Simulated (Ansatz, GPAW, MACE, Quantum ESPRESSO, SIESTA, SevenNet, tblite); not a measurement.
**tblite runs on random packing of 32SiO2-39SiC-29C (mol %) (83 atoms)**

Wanted: tblite inputs and outputs for random packing of 32SiO2-39SiC-29C (mol %) (83 atoms), checked against a plane-wave reference.

Program: tblite 0.8.0. Level of theory: the method is named at each step. Results are calculated unless marked as measured.

### 1. Set-up

The cell holds 83 atoms: 29 Si, 26 O and 28 C. Cell: a = 9.666 Å, b = 9.666 Å, c = 9.666 Å, α = 90.0°, β = 90.0°, γ = 90.0°. 83 atoms (29 Si, 26 O, 28 C) packed at random in a cube at 2.88 g/cm³ and pushed apart as soft spheres, cations and anions kept from their own kind; a start for melting by ab initio MD, not an equilibrated structure. Then every atom was moved at random, 0.02 Å r.m.s. a Cartesian component.

The yardstick, on the same geometry:

- method: Kohn-Sham DFT, PBE, PAW, plane waves (Ansatz 0.2.0); cutoff 420 eV, Γ point, fermi-dirac smearing of 0.05 eV; PAW set soft_2
- r.m.s. force component: 1.508 eV/Å
- longest force: 6.418 eV/Å
- pressure: 6.568 GPa
- SCF cycles: 10
- time: 10 s on 4 threads of Arm Neoverse V1, shared host
- CPU time: 37 s

### 2. GFN2-xTB

Method: GFN2-xTB tight binding, diagonalisation.

File run.py:

```python
import numpy as np
from ase.io import read
from tblite.ase import TBLite

atoms = read("structure.xyz")
atoms.calc = TBLite(method="GFN2-xTB", electronic_temperature=580, accuracy=1.0, max_iterations=250, mixer_damping=0.1, verbosity=1)
energy = atoms.get_potential_energy()
forces = atoms.get_forces()
print(f"energy {energy:.6f} eV")
print("forces (eV/A)")
for i, (a, f) in enumerate(zip(atoms, forces)):
    print(f"{i:4d} {a.symbol:2s} {f[0]:10.5f} {f[1]:10.5f} {f[2]:10.5f}")
stress = -atoms.get_stress(voigt=False) * 160.21766
print("stress (GPa, compression positive)")
for row in stress:
    print(" ".join(f"{x:10.4f}" for x in row))
print("charges (e)")
print(np.array2string(atoms.get_charges(), precision=4, suppress_small=True, max_line_width=110, threshold=100000))
```

File structure.xyz:

```xyz
83
Lattice="9.66570 0.00000 0.00000 0.00000 9.66570 0.00000 0.00000 0.00000 9.66570" Properties=species:S:1:pos:R:3 pbc="T T T"
Si 6.75391 5.35286 8.53559
Si 0.67844 4.93898 2.13312
Si 4.44207 8.98137 4.23812
Si 8.65660 5.39839 6.85685
Si 9.19363 9.25964 6.12158
Si 8.31047 5.50133 0.85696
Si 4.24044 4.71734 7.54824
Si 9.35930 7.45747 1.96194
Si 7.81192 1.60199 6.64179
Si 5.98316 7.04871 6.51932
Si 6.25081 9.24524 2.57891
Si 9.40801 3.02227 5.48065
Si 7.05490 2.87468 8.63389
Si 1.24881 4.38813 6.94877
Si 1.17332 6.46645 3.97715
Si 4.26750 2.39371 4.65374
Si 0.93168 0.18297 2.87342
Si 1.86538 1.82943 5.20595
Si 0.55355 1.71982 7.41978
Si 3.15769 1.13939 2.39294
Si 9.01945 0.85967 9.53589
Si 1.13910 7.48077 6.26115
Si 3.61459 7.80486 6.40304
Si 9.15255 2.85660 3.02759
Si 0.07298 8.23846 8.90965
Si 6.06368 5.21445 3.40484
Si 2.61602 3.53629 2.87255
Si 3.21066 4.79921 5.33295
Si 8.30670 0.15678 3.84801
O 6.27613 6.56881 4.87190
O 7.77103 8.25673 4.38571
O 1.96185 3.88551 4.44777
O 6.08823 5.45165 0.90674
O 1.25006 6.63734 7.80148
O 0.70502 8.48793 0.85938
O 4.69096 7.66326 8.81415
O 3.54528 8.50504 2.18696
O 6.58969 8.30622 0.68230
O 0.82690 6.07557 0.85483
O 2.44233 8.12750 4.49793
O 3.67026 5.88409 3.89982
O 5.48248 0.75905 4.35314
O 3.25347 0.65031 4.10232
O 8.99548 6.47873 3.29359
O 7.07993 3.77175 2.43344
O 8.67777 3.96332 8.17245
O 7.86972 3.36434 4.63809
O 0.76688 0.00918 7.68839
O 1.46928 1.88568 2.78662
O 4.16843 3.00594 6.38342
O 4.08018 2.13477 1.28786
O 8.05646 7.69148 8.80951
O 6.20876 1.84325 0.60536
O 3.31302 9.36026 9.41623
O 5.57856 8.76418 6.56301
C 6.93321 1.86219 3.57979
[... 23 atom lines left out ...]
C 6.56833 6.91880 1.08633
C 1.74698 0.23749 0.79945
C 5.52849 1.74099 6.47244
C 5.26433 4.44390 0.34584
```

The run is started by

```bash
OMP_NUM_THREADS=1 python run.py > output.txt
```

Log:

```text
------------------------------------------------------------
  cycle        total energy    energy error   density error
------------------------------------------------------------
      1     -178.2052226226  -1.7864282E+02   5.2491786E-01
      2     -196.8546879217  -1.8649465E+01   5.2342338E-01
      3     -205.9163935061  -9.0617056E+00   4.6754848E-01
      4     -205.4388036513   4.7758985E-01   4.3397401E-01
      5     -207.3631278928  -1.9243242E+00   3.3221053E-01
      6     -206.9295558718   4.3357202E-01   2.8281136E-01
      7     -207.4791833377  -5.4962747E-01   2.2820397E-01
      8     -208.3898109758  -9.1062764E-01   1.9372830E-01
      9     -207.3908745860   9.9893639E-01   1.7761506E-01
     10     -208.9635399240  -1.5726653E+00   1.3365696E-01
     11     -209.3762939976  -4.1275407E-01   1.0620297E-01
     12     -209.3700138415   6.2801562E-03   9.8857065E-02
     13     -209.4668300335  -9.6816192E-02   8.4349344E-02
     14     -209.3524622639   1.1436777E-01   7.6309864E-02
     15     -209.5189789735  -1.6651671E-01   5.8564934E-02
     16     -209.4409564183   7.8022555E-02   5.5786426E-02
     17     -209.5448724676  -1.0391605E-01   4.6259774E-02
     18     -209.6145653346  -6.9692867E-02   3.5294307E-02
     19     -209.5873497723   2.7215562E-02   3.4364302E-02
     20     -209.6319792352  -4.4629463E-02   2.4599670E-02
     21     -209.6299430399   2.0361953E-03   2.3911435E-02
     22     -209.6325404912  -2.5974513E-03   1.9938826E-02
     23     -209.6292666572   3.2738340E-03   1.8767228E-02
     24     -209.6343448444  -5.0781872E-03   1.6700535E-02
[...]
76     -209.6381269287  -2.4332707E-08   7.3215297E-05
     77     -209.6381269021   2.6560997E-08   5.8412587E-05
     78     -209.6381269283  -2.6201832E-08   5.1450774E-05
     79     -209.6381269804  -5.2087074E-08   4.0601851E-05
     80     -209.6381270105  -3.0059510E-08   3.1077855E-05
     81     -209.6381270433  -3.2840404E-08   2.0123120E-05
     82     -209.6381270129   3.0421376E-08   2.2390298E-05
     83     -209.6381270540  -4.1102226E-08   1.2173304E-05
------------------------------------------------------------
 total:                                  10.769 sec
energy -5704.544001 eV
forces (eV/A)
   0 Si   -0.07229   -1.38572    0.71824
   1 Si    2.32874   -1.92224   -0.07723
   2 Si    1.29924    0.81650   -0.04637
   3 Si   -0.68507   -2.62063    0.69012
   4 Si    0.07520   -0.48653   -0.18515
   5 Si   -1.72051    0.43142    0.57856
   6 Si   -0.85275   -0.94266    0.36660
   7 Si    0.88299    0.14708   -0.60912
   8 Si   -1.37415   -0.00753    1.19188
   9 Si   -0.82513    2.27350    1.95130
  10 Si   -1.04669    0.85896   -3.21348
  11 Si   -1.12447   -1.23679   -1.83771
  12 Si    0.74160    0.76571   -0.36261
  13 Si   -0.80035    0.39695    0.26444
  14 Si   -0.71721    0.11377   -0.64711
  15 Si    0.19764   -0.71280    2.76913
  16 Si   -1.27816   -0.54653    1.06081
  17 Si    0.38293   -1.24474    2.82452
  18 Si    2.17194   -0.52579    3.08668
  19 Si    0.13909   -0.83610   -1.31076
  20 Si   -1.47902    0.41030    0.44749
  21 Si    0.11662    0.06953   -0.46006
  22 Si    0.73926    0.40828   -0.19336
  23 Si   -2.36012    1.74696   -1.03081
[...]
75 C     0.73347    1.98220   -1.32190
  76 C    -0.09034   -0.40107   -1.78838
  77 C    -0.96235    1.03275   -1.81471
  78 C    -0.63924    1.64770   -0.65221
  79 C    -1.17526    1.70414    0.71304
  80 C    -0.02275    2.08686    0.66836
  81 C    -1.86429   -0.28745    0.34770
  82 C     0.81524    0.82173    2.05094
stress (GPa, compression positive)
   -8.1678    -1.8035     0.4392
   -1.8035    -6.1383     0.8718
    0.4392     0.8718    -5.5655
charges (e)
[ 0.3739  0.4031  0.5613  0.3079  0.1992  0.4301  0.3886  0.3875  0.2449  0.4793  0.4255  0.2424  0.4387
  0.2738  0.3292  0.4647  0.3488  0.3149  0.3055  0.644   0.347   0.3148  0.3663  0.4347  0.5135  0.5204
  0.4187  0.4266  0.2265 -0.2435 -0.1957 -0.539  -0.2085 -0.2935 -0.2626 -0.4815 -0.4056 -0.2971 -0.3649
 -0.3659 -0.1902 -0.4434 -0.4071 -0.3471 -0.4839 -0.5405 -0.305  -0.3876 -0.3602 -0.4528 -0.2697 -0.3188
 -0.2576 -0.226  -0.3781 -0.1343  0.0501 -0.262  -0.1131 -0.0303  0.0645 -0.0432 -0.1844 -0.0283 -0.0404
 -0.059  -0.133  -0.02   -0.0813 -0.0807 -0.0456 -0.0742 -0.1161 -0.1654 -0.0994 -0.0149 -0.1193 -0.1303
 -0.0965  0.0668 -0.1434 -0.0742  0.0019]
```

The job ended after 11 s (1 thread of Arm Neoverse V1, shared host; peak memory 0.12 GiB).

Banners, paths, timers and routine set-up lines are dropped from the logs unmarked, and long logs keep their key lines alone; longer cuts are marked.

Numbers from this run, and their distance from the reference:

- r.m.s. force component: 1.667 eV/Å
- r.m.s. difference of force components: 1005 meV/Å
- longest difference of force vectors: 3677 meV/Å
- force difference over r.m.s. force: 66.64 %
- slope of forces against the reference's: 0.8889
- correlation of force components: 0.8041
- pressure: -6.624 GPa
- pressure difference: -13.19 GPa

Length of the force difference by element (eV/Å):

| element | atoms | mean | most |
| --- | --- | --- | --- |
| C | 28 | 1.5 | 2.9 |
| O | 26 | 1.6 | 2.9 |
| Si | 29 | 1.7 | 3.7 |

A closer look about C66, picked at random: 11 atoms, nearest first, numbered in the order of the input, with positions taken from that point.

| atom | x | y | z | distance (Å) | Mulliken charge (e) | Fx | Fy | Fz (eV/Å) |
| --- | --- | --- | --- | --- | --- | --- | --- | --- |
| C66 | 0.00 | 0.00 | 0.00 | 0.00 | -0.06 | -2.17 | 1.82 | 0.06 |
| O41 | -0.80 | -0.88 | -0.68 | 1.38 | -0.19 | -0.49 | 1.62 | 0.49 |
| O30 | 1.80 | -0.20 | 0.29 | 1.84 | -0.24 | 1.57 | 3.25 | -0.73 |
| C58 | 0.95 | -1.67 | 1.10 | 2.21 | -0.26 | -2.33 | -0.80 | 0.83 |
| Si3 | -0.03 | 2.21 | -0.34 | 2.24 | 0.56 | 1.30 | 0.82 | -0.05 |
| Si23 | -0.86 | 1.04 | 1.82 | 2.27 | 0.37 | 0.74 | 0.41 | -0.19 |
| O40 | -2.03 | 1.36 | -0.08 | 2.45 | -0.37 | -0.51 | 1.04 | -0.10 |
| Si28 | -1.26 | -1.97 | 0.75 | 2.46 | 0.43 | -0.97 | -1.09 | 0.16 |
| Si10 | 1.51 | 0.28 | 1.94 | 2.47 | 0.48 | -0.83 | 2.27 | 1.95 |
| C75 | -0.96 | -0.55 | -2.24 | 2.50 | -0.10 | 2.45 | 0.99 | 1.21 |
| Si26 | 1.59 | -1.55 | -1.18 | 2.51 | 0.52 | 4.78 | -3.17 | -0.40 |

Atoms are counted from 1 here, from 0 in the log.

Forces lie 67 % from the reference's, at 0.30 times its CPU time (on 1 against 4 cores); the SCF took 83 steps, which the time reflects.

### 3. GFN1-xTB

Method: GFN1-xTB tight binding, diagonalisation.

run.py, as its differences from that of step 2:

```diff
@@ -5,3 +5,3 @@
 atoms = read("structure.xyz")
-atoms.calc = TBLite(method="GFN2-xTB", electronic_temperature=580, accuracy=1.0, max_iterations=250, mixer_damping=0.1, verbosity=1)
+atoms.calc = TBLite(method="GFN1-xTB", electronic_temperature=580, accuracy=1.0, max_iterations=250, mixer_damping=0.1, verbosity=1)
 energy = atoms.get_potential_energy()
```

structure.xyz is that of step 2.

Log:

```text
------------------------------------------------------------
  cycle        total energy    energy error   density error
------------------------------------------------------------
      1     -214.6678135821  -2.1465646E+02   7.9891490E-01
      2     -224.5422146913  -9.8744011E+00   6.0830407E-01
      3     -227.3455427934  -2.8033281E+00   4.9087324E-01
[...]
26     -229.6484803133   9.9086321E-09   3.3884532E-05
     27     -229.6484803253  -1.2005415E-08   1.1507927E-05
------------------------------------------------------------
 total:                                   3.736 sec
energy -6249.053448 eV
forces (eV/A)
   0 Si   -0.62670   -1.07288   -0.30873
   1 Si    1.64975   -2.86957    1.20266
   2 Si    0.64373   -2.02675    1.06527
[...]
81 C    -0.59747    0.05896    0.59755
  82 C     0.57702    0.30340    1.48598
stress (GPa, compression positive)
   -2.8797    -1.5678     0.2872
   -1.5678     2.6849     0.5420
    0.2872     0.5420    -0.6755
charges (e)
[ 0.1515  0.1401  0.378  -0.0023 -0.008   0.1796  0.1071  0.3002 -0.2063  0.2838  0.1286  0.1589  0.2212
 -0.0139  0.1974  0.2814  0.1564  0.1594  0.1334  0.5022 -0.1141  0.1239  0.1188  0.2308  0.4589  0.1562
  0.2535  0.3318 -0.0528 -0.278  -0.2152 -0.3553 -0.2591 -0.26   -0.2239 -0.499  -0.4236 -0.3874 -0.3622
 -0.3199 -0.2232 -0.3834 -0.279  -0.2954 -0.4851 -0.4092 -0.2959 -0.2586 -0.2213 -0.3733 -0.3474 -0.3005
 -0.372  -0.3986 -0.3764  0.1348  0.2614 -0.0104  0.1385  0.2434  0.261   0.1406  0.0131  0.2053  0.2285
  0.1979  0.1491  0.1132  0.123   0.2039  0.0917  0.1727 -0.1009 -0.0722  0.0057  0.2365  0.071   0.1098
  0.2136  0.3115  0.1505  0.0953  0.1588]
```

Run time: 4.3 s. Hardware: 1 thread; peak memory 0.12 GiB.

Against the reference:

| Property | Result |
| --- | --- |
| r.m.s. force component | 1.782 eV/Å |
| r.m.s. difference of force components | 833.8 meV/Å |
| longest difference of force vectors | 3451 meV/Å |
| force difference over r.m.s. force | 55.28 % |
| slope of forces against the reference's | 1.045 |
| correlation of force components | 0.8846 |
| pressure | -0.2901 GPa |
| pressure difference | -6.858 GPa |

Against the first run (67 %), the force difference from the reference is 55 %, at 0.38 times the CPU time (27 SCF steps against 83).

### 4. All runs compared

Differences are against the plane-wave reference, forces as r.m.s. over components; share is that over the reference's r.m.s. force, slope the least-squares factor from reference forces to these. Total energies of different programs have different zeros and aren't compared.

| run | Δ force, r.m.s. (meV/Å) | share (%) | slope | Δ pressure (GPa) | cores | CPU time | memory (GiB) |
| --- | --- | --- | --- | --- | --- | --- | --- |
| reference | - | - | - | - | 4 | 37 s | 1.1 |
| tblite GFN2-xTB | 1005 | 66.6 | 0.889 | -13.2 | 1 | 11 s | 0.12 |
| tblite GFN1-xTB | 834 | 55.3 | 1.045 | -6.86 | 1 | 4.3 s | 0.12 |

CPU time is summed over cores on a shared host, where runs went side by side, so it is rough. Symmetry, cutoffs, thresholds, outputs and thread counts weren't matched or tuned between programs; memory under MPI is the largest rank's times the ranks.

Mean charges by element (e), by run and scheme:

| run | scheme | Si | O | C |
| --- | --- | --- | --- | --- |
| reference | Löwdin | +0.62 | -0.39 | -0.12 |
| tblite GFN2-xTB | Mulliken | +0.38 | -0.35 | -0.08 |
| tblite GFN1-xTB | Mulliken | +0.16 | -0.33 | +0.14 |

The reference's Löwdin charges lack the electrons that the projection spills, 0.054 e an atom on average.

### 5. Outcome

```yaml
nearest_in_forces: tblite GFN1-xTB, 55 %
its_cpu_time: 4.3 s
```

In words: Tight binding differs by 55 % (tblite GFN1-xTB) to 67 % (tblite GFN2-xTB); it is another model, with fitted parameters of its own, and the xTB methods hold dispersion. tblite GFN2-xTB needed 83 SCF steps, so its time overstates the method's usual cost. Of the electronic-structure runs that take under half the reference's CPU time, tblite GFN1-xTB comes nearest, at 55 % in 4.3 s against 37 s; its pressure misses by -6.9 GPa. Charges hang on model, scheme and program or settings: among these rows the mean for C runs from -0.12 to +0.14 e, even in sign. Periodic xTB results under one method name differ between programs and library versions. The reference's pressure of 6.6 GPa belongs to a cell and atoms that aren't relaxed at this level. The electronic-structure runs sample only Γ, in a cell whose shortest periodic width is 10 Å, which is coarse for a cell with partly filled levels.

[Also dropped from logs without a mark: logging warnings of Python, and SIESTA's first energy breakdown and zero terms.]

[Logs are printed without paths, hosts, clocks, repeated set-up lines and the standing remarks that a program may print on its own settings, such as how far it seeks lower states.]

[Hosts, paths, dates, database ids (printed as entryN), source tags and the programs' standing remarks are cut or masked in the printed files.]
